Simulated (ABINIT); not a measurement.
**SnO2 (Pnnm): bands and cutoff in G0W0 with ABINIT**

What does each rung of G0W0 on SnO2 (Pnnm) cost, and what does it buy?

Calculated with ABINIT 10.8.3; LDA and many-body steps on it, plane waves.

This is a report of a sequence of runs, with most program output left out.

## (1) The starting structure

Symmetry: Pnnm, No. 58, orthorhombic system. The conventional cell has a = 4.788 Å, b = 4.867 Å, c = 3.241 Å, α = 90.00°, β = 90.00°, γ = 90.00°. Sn has 6 O at 2.09 to 2.10 Å nearest. Nearest to O lie 3 Sn at 2.09 to 2.10 Å. Farther neighbours and most contacts between anions are not listed.

The cell and positions are those that the Materials Project relaxed with its own functionals (PBE, PBE+U or r2SCAN), kept fixed. This is not the form that SnO2 usually takes at ambient conditions.

## (2) Empty states on the mesh, 2×2×4 mesh, 374 bands

This step: ABINIT 10.8.3; DFT, LDA, plane waves, norm-conserving pseudopotentials.

The sums over transitions need many empty states on a uniform mesh; this step solves for them.

Input file run.abi:

```
acell 3*1.0 Angstrom
rprim 
  4.788004000000 0.000000000000 0.000000000000
  0.000000000000 4.866582000000 0.000000000000
  0.000000000000 0.000000000000 3.240898000000
ntypat 2
znucl 50 8
natom 6
typat 1 1 2 2 2 2
xred 
  0.500000000000 0.500000000000 0.500000000000
  0.000000000000 0.000000000000 0.000000000000
  0.291855000000 0.321042000000 0.000000000000
  0.791855000000 0.178958000000 0.500000000000
  0.208145000000 0.821042000000 0.500000000000
  0.708145000000 0.678958000000 0.000000000000
pp_dirpath "pseudos"
pseudos "Sn.upf, O.upf"
ecut 42
ngkpt 2 2 4
nshiftk 1
shiftk 0 0 0
kptopt 1
chksymbreak 0
iscf -2
irdden 1
istwfk *1
nband 374
nbdbuf 34
tolwfr 1e-09
nstep 60
prtvol 0
indata_prefix "in"
outdata_prefix "out"
tmpdata_prefix "tmp"
```

Launch:

```console
> OMP_NUM_THREADS=1 mpirun -n 8 abinit run.abi > log
```

Elapsed: 4.1 min, on 8 MPI ranks of Arm Neoverse V2, shared host; peak memory 1.1 GiB; 33 min of CPU time.

This step gave:

* gap: 0.6789 eV
* k of the valence top: 0, 0, 0
* k of the conduction bottom: 0, 0, 0
* least direct gap: 0.6789 eV
* k points computed: 12
* lowest point of the top converged band, above the valence top: 136.4825 eV

On this mesh the gap is 0.679 eV.

The density comes from a self-consistent run that is not shown.

## (3) Screening, 2×2×4 mesh, 94 bands, screening to 68.6 eV

The RPA dielectric matrix is built and inverted for each q.

This step: RPA screening on LDA, plane waves, norm-conserving pseudopotentials.

Edit run.abi of step 2 so:

```diff
@@ -24,10 +24,11 @@
 chksymbreak 0
-iscf -2
-irdden 1
 istwfk *1
-nband 374
-nbdbuf 34
-tolwfr 1e-09
-nstep 60
-prtvol 0
+occopt 1
+irdwfk 1
+optdriver 3
+nband 94
+ecuteps 2.52
+inclvkb 2
+awtr 1
+symchi 1
 indata_prefix "in"
```

Elapsed: 30 s, on 8 MPI ranks; peak memory 3 GiB; 4 min of CPU time.

This step gave:

* ε∞ with local fields, on this mesh, along the program's q direction: 6.824
* the same without local fields: 6.976
* plasma frequency: 35.24 eV
* plane waves in the screening matrix: 97

Local fields lower ε∞ by 2 %. On a Γ-centred mesh this coarse the value itself is usually too large, while a short band sum pulls it down.

## (4) 94 bands, 68.6 eV

The self-energy is evaluated for the states that the input lists, and the levels follow from it, in one-shot runs by the linearised quasiparticle equation.

This step: G0W0 on LDA, plane waves, norm-conserving pseudopotentials.

Edit run.abi of step 3 so:

```diff
@@ -27,8 +27,29 @@
 irdwfk 1
-optdriver 3
+optdriver 4
 nband 94
+gwcalctyp 0
+ecutsigx 42
+symsigma 1
+nkptgw 8
+kptgw 
+  0.0000000000 0.0000000000 0.0000000000
+  0.5000000000 0.0000000000 0.0000000000
+  0.0000000000 0.5000000000 0.0000000000
+  0.5000000000 0.5000000000 0.0000000000
+  0.0000000000 0.0000000000 0.5000000000
+  0.5000000000 0.0000000000 0.5000000000
+  0.0000000000 0.5000000000 0.5000000000
+  0.5000000000 0.5000000000 0.5000000000
+bdgw 
+  33 36
+  33 36
+  33 36
+  33 36
+  33 36
+  33 36
+  33 36
+  33 36
 ecuteps 2.52
-inclvkb 2
-awtr 1
-symchi 1
+irdscr 1
+ppmodel 1
 indata_prefix "in"
```

The job ended after 7.2 s (8 MPI ranks; peak memory 1.8 GiB; 57 s of CPU time).

This step gave:

```yaml
g0w0_gap_on_the_mesh: 2.009 eV
starting_gap_on_the_mesh: 0.6789 eV
k_of_the_valence_top: 0, 0, 0
k_of_the_conduction_bottom: 0, 0, 0
z_at_the_valence_top: 0.788
z_at_the_conduction_bottom: 0.831
least_direct_g0w0_gap_on_the_computed_points: 2.009 eV
```

The gap on the mesh goes from 0.68 eV to 2.01 eV, a correction of +1.33 eV.

## (5) Screening, 2×2×4 mesh, 126 bands, screening to 90.6 eV

This step: RPA screening on LDA, plane waves, norm-conserving pseudopotentials.

Input file run.abi:

```
acell 3*1.0 Angstrom
rprim 
  4.788004000000 0.000000000000 0.000000000000
  0.000000000000 4.866582000000 0.000000000000
  0.000000000000 0.000000000000 3.240898000000
ntypat 2
znucl 50 8
natom 6
typat 1 1 2 2 2 2
xred 
  0.500000000000 0.500000000000 0.500000000000
  0.000000000000 0.000000000000 0.000000000000
  0.291855000000 0.321042000000 0.000000000000
  0.791855000000 0.178958000000 0.500000000000
  0.208145000000 0.821042000000 0.500000000000
  0.708145000000 0.678958000000 0.000000000000
pp_dirpath "pseudos"
pseudos "Sn.upf, O.upf"
ecut 42
ngkpt 2 2 4
nshiftk 1
shiftk 0 0 0
kptopt 1
chksymbreak 0
istwfk *1
occopt 1
irdwfk 1
optdriver 3
nband 126
ecuteps 3.33
inclvkb 2
awtr 1
symchi 1
indata_prefix "in"
outdata_prefix "out"
tmpdata_prefix "tmp"
```

Wall time 46 s (8 MPI ranks); peak memory 3.2 GiB.

This step gave:

```yaml
eps_infinity_with_local_fields_on_this_mesh_along_the_program_s_q_direction: 6.742
the_same_without_local_fields: 7.010
plasma_frequency: 35.24 eV
plane_waves_in_the_screening_matrix: 161
```

## (6) 126 bands, 90.6 eV

This step: G0W0 on LDA, plane waves, norm-conserving pseudopotentials.

Edit run.abi of step 5 so:

```diff
@@ -27,8 +27,29 @@
 irdwfk 1
-optdriver 3
+optdriver 4
 nband 126
+gwcalctyp 0
+ecutsigx 42
+symsigma 1
+nkptgw 8
+kptgw 
+  0.0000000000 0.0000000000 0.0000000000
+  0.5000000000 0.0000000000 0.0000000000
+  0.0000000000 0.5000000000 0.0000000000
+  0.5000000000 0.5000000000 0.0000000000
+  0.0000000000 0.0000000000 0.5000000000
+  0.5000000000 0.0000000000 0.5000000000
+  0.0000000000 0.5000000000 0.5000000000
+  0.5000000000 0.5000000000 0.5000000000
+bdgw 
+  33 36
+  33 36
+  33 36
+  33 36
+  33 36
+  33 36
+  33 36
+  33 36
 ecuteps 3.33
-inclvkb 2
-awtr 1
-symchi 1
+irdscr 1
+ppmodel 1
 indata_prefix "in"
```

It took 12 s on 8 MPI ranks; peak memory 1.9 GiB; 95 s of CPU time.

Numbers from this step:

```yaml
g0w0_gap_on_the_mesh: 1.996 eV
starting_gap_on_the_mesh: 0.6789 eV
k_of_the_valence_top: 0, 0, 0
k_of_the_conduction_bottom: 0, 0, 0
z_at_the_valence_top: 0.785
z_at_the_conduction_bottom: 0.828
least_direct_g0w0_gap_on_the_computed_points: 1.996 eV
```

Against G0W0 in ABINIT (2×2×4 mesh, 94 bands, screening to 68.6 eV, Godby-Needs plasmon pole), the gap moves by −0.013 eV.

## (7) Screening, 2×2×4 mesh, 176 bands, screening to 120.8 eV

This step: RPA screening on LDA, plane waves, norm-conserving pseudopotentials.

Input file run.abi:

```
acell 3*1.0 Angstrom
rprim 
  4.788004000000 0.000000000000 0.000000000000
  0.000000000000 4.866582000000 0.000000000000
  0.000000000000 0.000000000000 3.240898000000
ntypat 2
znucl 50 8
natom 6
typat 1 1 2 2 2 2
xred 
  0.500000000000 0.500000000000 0.500000000000
  0.000000000000 0.000000000000 0.000000000000
  0.291855000000 0.321042000000 0.000000000000
  0.791855000000 0.178958000000 0.500000000000
  0.208145000000 0.821042000000 0.500000000000
  0.708145000000 0.678958000000 0.000000000000
pp_dirpath "pseudos"
pseudos "Sn.upf, O.upf"
ecut 42
ngkpt 2 2 4
nshiftk 1
shiftk 0 0 0
kptopt 1
chksymbreak 0
istwfk *1
occopt 1
irdwfk 1
optdriver 3
nband 176
ecuteps 4.44
inclvkb 2
awtr 1
symchi 1
indata_prefix "in"
outdata_prefix "out"
tmpdata_prefix "tmp"
```

Run time: 71 s. Hardware: 8 MPI ranks; peak memory 3.6 GiB.

Numbers from this step:

```yaml
eps_infinity_with_local_fields_on_this_mesh_along_the_program_s_q_direction: 6.732
the_same_without_local_fields: 7.030
plasma_frequency: 35.24 eV
plane_waves_in_the_screening_matrix: 217
```

## (8) 176 bands, 120.8 eV

This step: G0W0 on LDA, plane waves, norm-conserving pseudopotentials.

Edit run.abi of step 7 so:

```diff
@@ -27,8 +27,29 @@
 irdwfk 1
-optdriver 3
+optdriver 4
 nband 176
+gwcalctyp 0
+ecutsigx 42
+symsigma 1
+nkptgw 8
+kptgw 
+  0.0000000000 0.0000000000 0.0000000000
+  0.5000000000 0.0000000000 0.0000000000
+  0.0000000000 0.5000000000 0.0000000000
+  0.5000000000 0.5000000000 0.0000000000
+  0.0000000000 0.0000000000 0.5000000000
+  0.5000000000 0.0000000000 0.5000000000
+  0.0000000000 0.5000000000 0.5000000000
+  0.5000000000 0.5000000000 0.5000000000
+bdgw 
+  33 36
+  33 36
+  33 36
+  33 36
+  33 36
+  33 36
+  33 36
+  33 36
 ecuteps 4.44
-inclvkb 2
-awtr 1
-symchi 1
+irdscr 1
+ppmodel 1
 indata_prefix "in"
```

The job ended after 21 s (8 MPI ranks; peak memory 2.2 GiB; 2.8 min of CPU time).

This step gave:

```
G0W0 gap on the mesh                         : 2.003 eV
starting gap on the mesh                     : 0.6789 eV
k of the valence top                         : 0, 0, 0
k of the conduction bottom                   : 0, 0, 0
least direct G0W0 gap on the computed points : 2.003 eV
```

Against G0W0 in ABINIT (2×2×4 mesh, 126 bands, screening to 90.6 eV, Godby-Needs plasmon pole), the gap moves by +0.007 eV.

## (9) Screening, 2×2×4 mesh, 244 bands, screening to 157 eV

This step: RPA screening on LDA, plane waves, norm-conserving pseudopotentials.

Input file run.abi:

```
acell 3*1.0 Angstrom
rprim 
  4.788004000000 0.000000000000 0.000000000000
  0.000000000000 4.866582000000 0.000000000000
  0.000000000000 0.000000000000 3.240898000000
ntypat 2
znucl 50 8
natom 6
typat 1 1 2 2 2 2
xred 
  0.500000000000 0.500000000000 0.500000000000
  0.000000000000 0.000000000000 0.000000000000
  0.291855000000 0.321042000000 0.000000000000
  0.791855000000 0.178958000000 0.500000000000
  0.208145000000 0.821042000000 0.500000000000
  0.708145000000 0.678958000000 0.000000000000
pp_dirpath "pseudos"
pseudos "Sn.upf, O.upf"
ecut 42
ngkpt 2 2 4
nshiftk 1
shiftk 0 0 0
kptopt 1
chksymbreak 0
istwfk *1
occopt 1
irdwfk 1
optdriver 3
nband 244
ecuteps 5.77
inclvkb 2
awtr 1
symchi 1
indata_prefix "in"
outdata_prefix "out"
tmpdata_prefix "tmp"
```

It took 3.9 min on 8 MPI ranks; peak memory 8.7 GiB; 31 min of CPU time.

Numbers from this step:

```yaml
eps_infinity_with_local_fields_on_this_mesh_along_the_program_s_q_direction: 6.711
the_same_without_local_fields: 7.038
plasma_frequency: 35.24 eV
plane_waves_in_the_screening_matrix: 323
```

## (10) 244 bands, 157 eV

This step: G0W0 on LDA, plane waves, norm-conserving pseudopotentials.

Edit run.abi of step 9 so:

```diff
@@ -27,8 +27,29 @@
 irdwfk 1
-optdriver 3
+optdriver 4
 nband 244
+gwcalctyp 0
+ecutsigx 42
+symsigma 1
+nkptgw 8
+kptgw 
+  0.0000000000 0.0000000000 0.0000000000
+  0.5000000000 0.0000000000 0.0000000000
+  0.0000000000 0.5000000000 0.0000000000
+  0.5000000000 0.5000000000 0.0000000000
+  0.0000000000 0.0000000000 0.5000000000
+  0.5000000000 0.0000000000 0.5000000000
+  0.0000000000 0.5000000000 0.5000000000
+  0.5000000000 0.5000000000 0.5000000000
+bdgw 
+  33 36
+  33 36
+  33 36
+  33 36
+  33 36
+  33 36
+  33 36
+  33 36
 ecuteps 5.77
-inclvkb 2
-awtr 1
-symchi 1
+irdscr 1
+ppmodel 1
 indata_prefix "in"
```

Elapsed: 60 s, on 8 MPI ranks; peak memory 5.5 GiB.

Numbers from this step:

| Quantity | Value |
| --- | --- |
| G0W0 gap on the mesh | 2.035 eV |
| starting gap on the mesh | 0.6789 eV |
| k of the valence top | 0, 0, 0 |
| k of the conduction bottom | 0, 0, 0 |
| least direct G0W0 gap on the computed points | 2.035 eV |

Against G0W0 in ABINIT (2×2×4 mesh, 176 bands, screening to 120.8 eV, Godby-Needs plasmon pole), the gap moves by +0.032 eV.

## (11) Screening, 2×2×4 mesh, 340 bands, screening to 201.4 eV

This step: RPA screening on LDA, plane waves, norm-conserving pseudopotentials.

Input file run.abi:

```
acell 3*1.0 Angstrom
rprim 
  4.788004000000 0.000000000000 0.000000000000
  0.000000000000 4.866582000000 0.000000000000
  0.000000000000 0.000000000000 3.240898000000
ntypat 2
znucl 50 8
natom 6
typat 1 1 2 2 2 2
xred 
  0.500000000000 0.500000000000 0.500000000000
  0.000000000000 0.000000000000 0.000000000000
  0.291855000000 0.321042000000 0.000000000000
  0.791855000000 0.178958000000 0.500000000000
  0.208145000000 0.821042000000 0.500000000000
  0.708145000000 0.678958000000 0.000000000000
pp_dirpath "pseudos"
pseudos "Sn.upf, O.upf"
ecut 42
ngkpt 2 2 4
nshiftk 1
shiftk 0 0 0
kptopt 1
chksymbreak 0
istwfk *1
occopt 1
irdwfk 1
optdriver 3
nband 340
ecuteps 7.4
inclvkb 2
awtr 1
symchi 1
indata_prefix "in"
outdata_prefix "out"
tmpdata_prefix "tmp"
```

The job ended after 6.7 min (8 MPI ranks; peak memory 10 GiB).

This step gave:

* ε∞ with local fields, on this mesh, along the program's q direction: 6.668
* the same without local fields: 7.041
* plasma frequency: 35.24 eV
* plane waves in the screening matrix: 495

## (12) 340 bands, 201.4 eV

This step: G0W0 on LDA, plane waves, norm-conserving pseudopotentials.

Edit run.abi of step 11 so:

```diff
@@ -27,8 +27,29 @@
 irdwfk 1
-optdriver 3
+optdriver 4
 nband 340
+gwcalctyp 0
+ecutsigx 42
+symsigma 1
+nkptgw 8
+kptgw 
+  0.0000000000 0.0000000000 0.0000000000
+  0.5000000000 0.0000000000 0.0000000000
+  0.0000000000 0.5000000000 0.0000000000
+  0.5000000000 0.5000000000 0.0000000000
+  0.0000000000 0.0000000000 0.5000000000
+  0.5000000000 0.0000000000 0.5000000000
+  0.0000000000 0.5000000000 0.5000000000
+  0.5000000000 0.5000000000 0.5000000000
+bdgw 
+  33 36
+  33 36
+  33 36
+  33 36
+  33 36
+  33 36
+  33 36
+  33 36
 ecuteps 7.4
-inclvkb 2
-awtr 1
-symchi 1
+irdscr 1
+ppmodel 1
 indata_prefix "in"
```

The job ended after 2.8 min (8 MPI ranks; peak memory 7.9 GiB).

Numbers from this step:

```yaml
g0w0_gap_on_the_mesh: 2.071 eV
starting_gap_on_the_mesh: 0.6789 eV
k_of_the_valence_top: 0, 0, 0
k_of_the_conduction_bottom: 0, 0, 0
least_direct_g0w0_gap_on_the_computed_points: 2.071 eV
```

Against G0W0 in ABINIT (2×2×4 mesh, 244 bands, screening to 157 eV, Godby-Needs plasmon pole), the gap moves by +0.036 eV.

## (13) The runs together

Times are wall times on 8 MPI ranks of Arm Neoverse V2, shared host, good to a factor of about two. A run's time includes the screening step that it read.

| run | mesh | bands | screening cutoff (eV) | DFT gap (eV) | gap on the mesh (eV) | direct (eV) | ε∞ used | time |
| --- | --- | --- | --- | --- | --- | --- | --- | --- |
| 94 bands, 68.6 eV | 2×2×4 | 94 | 68.6 | 0.679 | 2.009 | 2.009 | 6.82 | 38 s |
| 126 bands, 90.6 eV | 2×2×4 | 126 | 90.6 | 0.679 | 1.996 | 1.996 | 6.74 | 58 s |
| 176 bands, 120.8 eV | 2×2×4 | 176 | 120.8 | 0.679 | 2.003 | 2.003 | 6.73 | 92 s |
| 244 bands, 157 eV | 2×2×4 | 244 | 157 | 0.679 | 2.035 | 2.035 | 6.71 | 4.9 min |
| 340 bands, 201.4 eV | 2×2×4 | 340 | 201.4 | 0.679 | 2.071 | 2.071 | 6.67 | 9.5 min |

## (14) What came out

```yaml
94_bands_68p6_ev: 2.009 eV
126_bands_90p6_ev: 1.996 eV
176_bands_120p8_ev: 2.003 eV
244_bands_157_ev: 2.035 eV
340_bands_201p4_ev: 2.071 eV
known_limits: not at the basis limit; no spin-orbit coupling; coarse k mesh
```

What this shows: From the first rung to the last the gap moves by +0.06 eV for 15 times the time. The steps are not yet shrinking, so no limit is drawn. The 2×2×4 mesh is coarse for this cell, which bears on the long-range parts of exchange and screening. The many-body steps are scalar-relativistic: spin-orbit coupling is not in them.

[Paths, hosts, dates, memory and timing lines, banners, echoed tables and standing remarks are left out of the program output.]

[Logs are printed without paths, hosts, clocks, repeated set-up lines and the standing remarks that a program may print on its own settings, such as how far it seeks lower states.]

[Runs of the session that timed out or met a known fault of the program may be left out.]

[Hosts, paths, dates, database ids (printed as entryN), source tags and the programs' standing remarks are cut or masked in the printed files.]

[G0W0 gaps are taken among the corrected bands and points alone; a level outside them can change the order at an edge.]

[Where Ansatz stands beside ABINIT at settings called matched, ABINIT's density can come from a denser mesh and the files from another edition; pairs whose starting gaps differed by over 0.03 eV were left out, so agreement reads better than it is.]
